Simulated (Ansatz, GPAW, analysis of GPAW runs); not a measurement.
# Hyperfine coupling of Mn2+ on a Mg site in KMgF3 (PBE) (GPAW), part 2 of 2

Aim: the hyperfine coupling of the Mn2+ on a Mg site in KMgF3, to be set beside the measurement. Set-up: PBE, plane waves 500 eV, 40-site cell, PBE lattice, k: the zone centre alone then 2x2x2 shifted, no spin, start relaxed with Ansatz. The model is a cell of 40 host atoms with 1 Mg taken out and 1 Mn put in. The isotropic coupling follows from the spin density at the nucleus, the nuclear g-factor and the total spin.

GPAW 26.7.0; PBE, plane waves 500 eV, 40-site cell, PBE lattice, k: the zone centre alone then 2x2x2 shifted, no spin, start relaxed with Ansatz.

So far: Set-up; Relaxation, charge 0.

## (3) Hyperfine parameters

The relaxed structure is kept, and the final numbers are taken at the final level and k-points.

This step: GPAW plane-wave PAW DFT, PBE; single point of a defect supercell.

run.py

```python
import numpy as np
from ase.io import read, write
from ase.parallel import parprint, world
from gpaw import GPAW, PW

atoms = read('POSCAR')
calc = GPAW(mode=PW(500),
            xc='PBE',
            kpts={'size': (2, 2, 2), 'gamma': False},
            occupations={'name': 'fermi-dirac', 'width': 0.01},
            nbands=173,
            convergence={'density': 1e-05, 'bands': 170},
            maxiter=150,
            symmetry={},
            txt='gpaw.txt')
atoms.calc = calc
energy = atoms.get_potential_energy()
forces = atoms.get_forces()
parprint(f'Energy: {energy:.6f} eV, largest force {np.linalg.norm(forces, axis=1).max():.4f} eV/A')
calc.write('gs.gpw')
write('final.xyz', atoms)
for s in range(calc.get_number_of_spins()):
    parprint('Levels (eV), spin', s, calc.get_eigenvalues(kpt=0, spin=s)[-16:].round(3))
```

POSCAR

```
K  Mg F  K  Mg F  K  Mg F  K  Mg F  K  Mg F  K  Mg F  K  Mg F  K  Mn F 
 1.0000000000000000
     8.0984380843906987   -0.0000000000000022   -0.0000000000000000
    -0.0000000000000016    8.0984380843907058   -0.0000000000000000
    -0.0000000000000000   -0.0000000000000000    8.0984380843907662
 K   Mg  F   K   Mg  F   K   Mg  F   K   Mg  F   K   Mg  F   K   Mg  F   K   Mg  F   K   Mn  F  
   1   1   3   1   1   3   1   1   3   1   1   3   1   1   3   1   1   3   1   1   3   1   1   3
Direct
  0.2511696476287919  0.2511699464518456  0.2511698896507674
 -0.0000000000000000 -0.0000000024696120 -0.0000000086436421
[... 3 atom lines left out ...]
  0.2511696291067018  0.2511699402778155  0.7488301554948806
[... 9 atom lines left out ...]
  0.2511696216978659  0.7488300814065260  0.7488302160003749
[... 1 atom line left out ...]
  0.2491481751140420  0.4999998231516575  0.5000000207206150
[... 10 atom lines left out ...]
  0.4999998083339858  0.2491485122160819  0.4999999700935687
[... 1 atom line left out ...]
  0.7488303999864764  0.7488300591800178  0.2511698476673631
[... 3 atom lines left out ...]
  0.5000000528255754  0.4999999676239605  0.2491481738792338
  0.7488303394809821  0.7488300777021079  0.7488301431468205
  0.4999999836764389  0.4999999861460506  0.5000000182510028
  0.7508518181697620  0.5000001688973398  0.4999999342841944
  0.5000001417316079  0.7508516230704121  0.5000000503559591
  0.4999999145273026  0.5000000355382906  0.7508518416310699
```

Launch:

```bash
$ OMP_NUM_THREADS=1 mpirun -n 4 gpaw python run.py > stdout
```

Output:

```text
__  _  _
 | _ |_)|_||  |
 |__||  | ||/\| - 26.7.0

Input parameters:
  mode=PW(ecut=500.0),
  convergence={'density': 1e-05, 'bands': 170},
  kpts=MonkhorstPack(size=(2, 2, 2), gamma=False),
  maxiter=150,
  nbands=173,
  occupations=Occupations(name='fermi-dirac', width=0.01),
  symmetry=Symmetry(),
  xc=XC(name='PBE')

Diagonalizing LCAO Hamiltonian
Converting LCAO to pw mode

                K         K
          F         F
           F K       F K
       F  Mg   F F  Mn   F
        F       K F       K

       Mg F F    Mg F F
           F K       F K
       F  Mg   F F  Mg   F
        F         F
       Mg   F    Mg   F

Atoms  # Å, Bohr magnetons
|    | symbol |         x |         y |         z |    initial magnetic moments |
|----|--------|-----------|-----------|-----------|-----------------------------|
|  0 |      K |  2.034082 |  2.034084 |  2.034084 | ( 0.0000,  0.0000,  0.0000) |
|  1 |     Mg |  0.000000 | -0.000000 | -0.000000 | ( 0.0000,  0.0000,  0.0000) |
|  2 |      F |  2.026621 | -0.000000 |  0.000000 | ( 0.0000,  0.0000,  0.0000) |
|  3 |      F |  0.000000 |  2.026622 |  0.000000 | ( 0.0000,  0.0000,  0.0000) |
|  4 |      F |  0.000000 |  0.000000 |  2.026622 | ( 0.0000,  0.0000,  0.0000) |
|  5 |      K |  2.034082 |  2.034084 |  6.064355 | ( 0.0000,  0.0000,  0.0000) |
|  6 |     Mg |  0.000000 |  0.000000 |  4.049219 | ( 0.0000,  0.0000,  0.0000) |
|  7 |      F |  2.027600 |  0.000000 |  4.049219 | ( 0.0000,  0.0000,  0.0000) |
|  8 |      F |  0.000000 |  2.027600 |  4.049219 | ( 0.0000,  0.0000,  0.0000) |
|  9 |      F |  0.000000 | -0.000000 |  6.071816 | ( 0.0000,  0.0000,  0.0000) |
| 10 |      K |  2.034081 |  6.064354 |  2.034082 | ( 0.0000,  0.0000,  0.0000) |
| 11 |     Mg |  0.000000 |  4.049219 | -0.000000 | ( 0.0000,  0.0000,  0.0000) |
| 12 |      F |  2.027599 |  4.049219 |  0.000000 | ( 0.0000,  0.0000,  0.0000) |
| 13 |      F | -0.000000 |  6.071817 |  0.000000 | ( 0.0000,  0.0000,  0.0000) |
| 14 |      F |  0.000000 |  4.049219 |  2.027600 | ( 0.0000,  0.0000,  0.0000) |
| 15 |      K |  2.034082 |  6.064354 |  6.064355 | ( 0.0000,  0.0000,  0.0000) |
| 16 |     Mg |  0.000000 |  4.049219 |  4.049219 | ( 0.0000,  0.0000,  0.0000) |
| 17 |      F |  2.017711 |  4.049218 |  4.049219 | ( 0.0000,  0.0000,  0.0000) |
[...]
| 20 |      K |  6.064357 |  2.034084 |  2.034083 | ( 0.0000,  0.0000,  0.0000) |
| 21 |     Mg |  4.049219 |  0.000000 |  0.000000 | ( 0.0000,  0.0000,  0.0000) |
[...]
| 25 |      K |  6.064357 |  2.034084 |  6.064355 | ( 0.0000,  0.0000,  0.0000) |
| 26 |     Mg |  4.049219 |  0.000000 |  4.049219 | ( 0.0000,  0.0000,  0.0000) |
[...]
| 30 |      K |  6.064357 |  6.064354 |  2.034083 | ( 0.0000,  0.0000,  0.0000) |
| 31 |     Mg |  4.049219 |  4.049219 | -0.000000 | ( 0.0000,  0.0000,  0.0000) |
[...]
| 33 |      F |  4.049219 |  6.070838 | -0.000000 | ( 0.0000,  0.0000,  0.0000) |
| 34 |      F |  4.049219 |  4.049219 |  2.017711 | ( 0.0000,  0.0000,  0.0000) |
| 35 |      K |  6.064356 |  6.064354 |  6.064355 | ( 0.0000,  0.0000,  0.0000) |
| 36 |     Mn |  4.049219 |  4.049219 |  4.049219 | ( 0.0000,  0.0000,  0.0000) |
| 37 |      F |  6.080727 |  4.049220 |  4.049219 | ( 0.0000,  0.0000,  0.0000) |
| 38 |      F |  4.049220 |  6.080725 |  4.049219 | ( 0.0000,  0.0000,  0.0000) |
| 39 |      F |  4.049218 |  4.049219 |  6.080727 | ( 0.0000,  0.0000,  0.0000) |

Unit cell  # Å
| periodic |         x |         y |         z |  lengths |    angles |
|----------|-----------|-----------|-----------|----------|-----------|
|      yes |  8.098438 | -0.000000 | -0.000000 | 8.098438 | 90.000000 |
|      yes | -0.000000 |  8.098438 | -0.000000 | 8.098438 | 90.000000 |
|      yes | -0.000000 | -0.000000 |  8.098438 | 8.098438 | 90.000000 |

Number of symmetries: 1
Symmetry operations  # r_c * U_cc + t_c -> r_c
|   | kind |            matrix            |
|---|------|------------------------------|
| 0 |  E   |  1, 0, 0,  0, 1, 0,  0, 0, 1 |

BZ-sampling:
  Number of BZ points: 8
  Number of IBZ points: 4

  Monkhorst-Pack size: [2, 2, 2]
  Monkhorst-Pack shift: [0, 0, 0]

K-points  # in reciprocal-cell coordinates
|   |                                coordinates |     weight |
|---|--------------------------------------------|------------|
| 0 | (  0.25000000,  -0.25000000,  -0.25000000) | 0.25000000 |
| 1 | (  0.25000000,  -0.25000000,   0.25000000) | 0.25000000 |
| 2 | (  0.25000000,   0.25000000,  -0.25000000) | 0.25000000 |
| 3 | (  0.25000000,   0.25000000,   0.25000000) | 0.25000000 |

Plane wave coefficients: 13475
Cutoff: 500.0 eV

Spin-components: 1 (collinear spins)
Bands:           173
Projectors:      201
Spin-degeneracy: 2
Datatype:        complex128

Density:
  Valence electrons: 325.0
  Components: 1
  Grid points: [42 42 42]
  Charge: 0.0  # |e|

Potential:
  Grid points: [42 42 42]

species:
  K:
    name:    Potassium
    Z:       19.0
    valence: 9
    core:    10
    charge:  0.0  # [|e|]
    compensation charges:
      type: gauss
      rc: 0.35  # [Å]
      lmax: 2
    cutoffs:
      filter: 1.91  # [Å]
      core: 1.27  # [Å]
    projectors
    | kind |    occ | energy [eV] | rcut [Å] |
    |------|--------|-------------|----------|
    |   3s |  2.000 |     -35.338 |    1.122 |
    |   4s |  1.000 |      -2.319 |    1.122 |
    |   3p |  6.000 |     -18.813 |    1.106 |
    |    p |        |       8.398 |    1.106 |
    |    d |        |       0.000 |    0.937 |

    Using partial waves for K as LCAO basis

  Mg:
    name:    Magnesium
    Z:       12.0
    valence: 10
    core:    2
    charge:  0.0  # [|e|]
    compensation charges:
      type: gauss
      rc: 0.33  # [Å]
      lmax: 2
    cutoffs:
      filter: 1.86  # [Å]
      core: 0.54  # [Å]
    projectors
    | kind |    occ | energy [eV] | rcut [Å] |
    |------|--------|-------------|----------|
    |   2s |  2.000 |     -79.840 |    1.090 |
    |   3s |  2.000 |      -4.705 |    1.090 |
    |   2p |  6.000 |     -46.613 |    1.085 |
    |   3p |  0.000 |      -1.330 |    1.085 |
    |    d |        |       0.000 |    1.037 |

    Using partial waves for Mg as LCAO basis

  F:
    name:    Fluorine
    Z:       9.0
    valence: 7
    core:    2
    charge:  0.0  # [|e|]
    compensation charges:
      type: gauss
      rc: 0.20  # [Å]
      lmax: 2
    cutoffs:
      filter: 1.14  # [Å]
      core: 0.74  # [Å]
    projectors
    | kind |    occ | energy [eV] | rcut [Å] |
    |------|--------|-------------|----------|
    |   2s |  2.000 |     -29.898 |    0.635 |
    |   2p |  5.000 |     -11.110 |    0.635 |
    |    s |        |      -2.687 |    0.635 |
    |    p |        |      16.102 |    0.635 |
    |    d |        |       0.000 |    0.635 |

    Using partial waves for F as LCAO basis

  Mn:
    name:    Manganese
    Z:       25.0
    valence: 15
    core:    10
    charge:  0.0  # [|e|]
    compensation charges:
      type: gauss
      rc: 0.38  # [Å]
      lmax: 2
    cutoffs:
      filter: 2.14  # [Å]
      core: 0.86  # [Å]
    projectors
    | kind |    occ | energy [eV] | rcut [Å] |
    |------|--------|-------------|----------|
    |   3s |  2.000 |     -85.859 |    1.275 |
    |   4s |  2.000 |      -5.106 |    1.275 |
    |   3p |  6.000 |     -54.597 |    1.281 |
    |   4p |  0.000 |      -1.371 |    1.281 |
    |   3d |  5.000 |      -6.771 |    1.138 |
    |    d |        |      20.441 |    1.138 |

    Using partial waves for Mn as LCAO basis

Reference energy: -265857.566887  # eV

eigensolver:
  PPCG
  Converge bands: 170
  niter=2

density mixing:
  MSR1-Mixer
  Pratt-step length: 0.05
  Maximum mixing coefficient: 0.75
  Old densities: 10
  SVD Regularization: 0.005
  Good broyden scale: 1.0
  Trust region scale: 1.0
  Backstep threshold: 4.0
  History deletion threshold: 6.0
  Fourier metric: weight=20.0, sigma=0.015

occupation numbers:
  Fermi-Dirac:
    width: 0.0100  # eV

poisson solver:
  ecut: 4000.0  # eV

xc functional:
  name: PBE with 2 nearest neighbor stencil

Initialization done in: 9.955 s

convergence criteria:
- Maximum integral of absolute [dens]ity change: 1e-05 electrons / valence electron
- Maximum [total energy] change in last 3 cyles: 0.0005 eV / valence electron
- Maximum integral of absolute [eigenst]ate change: 4e-08 eV^2 / valence electron
maximum number of iterations: 150

SCF iterations
|iter     | |      energy | eigst |  dens |
|---------|-|-------------|-------|-------|
|iter:   1| | -204.370952 | +0.54 |       |
|iter:   2| | -202.140307 | -0.46 | -1.17 |
|iter:   3| | -194.911978 | +0.11 | -1.23 |
|iter:   4| | -195.131294 | -0.64 | -1.62 |
|iter:   5| | -195.311058 | -1.19 | -1.98 |
|iter:   6| | -195.354359 | -1.68 | -2.27 |
|iter:   7| | -195.332117c| -2.01 | -2.43 |
|iter:   8| | -195.317433c| -2.24 | -2.56 |
|iter:   9| | -195.341191c| -2.41 | -2.83 |
|iter:  10| | -195.318885c| -2.66 | -2.67 |
[... 44 further cycles ...]
|iter:  55| | -195.317111c| -6.71 |-11.69c|
|iter:  56| | -195.317111c| -6.75 |-11.87c|
|iter:  57| | -195.317111c| -6.92 |-11.99c|
|iter:  58| | -195.317111c| -6.99 |-11.91c|
|iter:  59| | -195.317111c| -7.16 |-12.10c|
|iter:  60| | -195.317111c| -7.24 |-12.36c|
|iter:  61| | -195.317111c| -7.33 |-12.54c|
|iter:  62| | -195.317111c| -7.36 |-12.48c|
|iter:  63| | -195.317111c| -7.39 |-12.78c|
|iter:  64| | -195.317111c| -7.51c|-12.66c|

Converged in 64 steps
SCF loop duration: 851.452 s (13.304 s/step)
Energy contributions relative to reference atoms: (reference = -265857.566887)

Energy contributions:
  Kinetic:         169.288960
  Coulomb:        -152.483681
  Zero:              0.108462
  External:          0.000000
  Xc:             -212.217335
  Entropy:          -0.027034
  Spinorbit:         0.000000
  ----------------------------
  Free energy:    -195.330628
  Extrapolated:   -195.317111

dipole moment: (-94.752562, 25.150819, -73.501311)  # |e|*Ang

Fermi level: 5.290
Eigenvalues  # (at kpt = [0.250, -0.250, -0.250])
| band index |      eig [eV] | occ [0-2] |
|------------|---------------|-----------|
|          0 |       -73.641 |     2.000 |
|        ... |               |           |
|        155 |         0.054 |     2.000 |
|        156 |         0.098 |     2.000 |
|        157 |         0.154 |     2.000 |
|        158 |         0.154 |     2.000 |
|        159 |         0.185 |     2.000 |
|        160 |         5.274 |     1.669 |
|        161 |         5.274 |     1.666 |
|        162 |         5.274 |     1.666 |
|        163 |         6.578 |     0.000 |
[...]
|        167 |         9.518 |     0.000 |
|        168 |         9.518 |     0.000 |
|        169 |        10.445 |     0.000 |
|        170 |        10.451 |     0.000 |
|        ... |               |           |
|        172 |        10.530 |     0.000 |

Gap: 1.304 eV
Transition (v -> c):
  (s=0, k=2, n=162, [0.25, 0.25, -0.25]) -> (s=0, k=2, n=163, [0.25, 0.25, -0.25])
No difference between direct/indirect transitions

Forces  # eV/Ang
|        x |        y |        z |
|----------|----------|----------|
| -0.00369 | -0.00370 | -0.00370 |  # K    0
|  0.00000 |  0.00000 |  0.00000 |  # Mg   1
|  0.00264 | -0.00000 | -0.00000 |  # F    2
| -0.00000 |  0.00264 | -0.00000 |  # F    3
| -0.00000 | -0.00000 |  0.00263 |  # F    4
| -0.00369 | -0.00370 |  0.00370 |  # K    5
|  0.00000 | -0.00000 | -0.00000 |  # Mg   6
| -0.00282 | -0.00000 | -0.00000 |  # F    7
| -0.00000 | -0.00282 |  0.00000 |  # F    8
| -0.00000 |  0.00000 | -0.00264 |  # F    9
[...]
|  0.00369 |  0.00370 |  0.00370 |  # K   35
|  0.00000 |  0.00001 | -0.00000 |  # Mn  36
| -0.00364 | -0.00001 |  0.00000 |  # F   37
| -0.00001 | -0.00362 | -0.00000 |  # F   38
|  0.00000 | -0.00000 | -0.00364 |  # F   39

# Writing to gs.gpw (mode='')
```

It took 14 min on 4 MPI ranks of Arm Neoverse N1, shared host; peak memory 2.2 GiB.

The run converged, but on settings that a careful run would not use, so its numbers are not the defect's.

## (4) Outcome

The chain ended without the wanted quantity: no spin polarisation for an open shell.

[Logs are printed without paths, hosts, clocks, repeated set-up lines and the standing remarks that a program may print on its own settings, such as how far it seeks lower states.]

[Hosts, paths, dates, database ids (printed as entryN), source tags and the programs' standing remarks are cut or masked in the printed files.]

[For some hosts the program warned that the k-mesh of the response run may be too coarse for force constants and the static dielectric constant; such warnings are not shown here.]
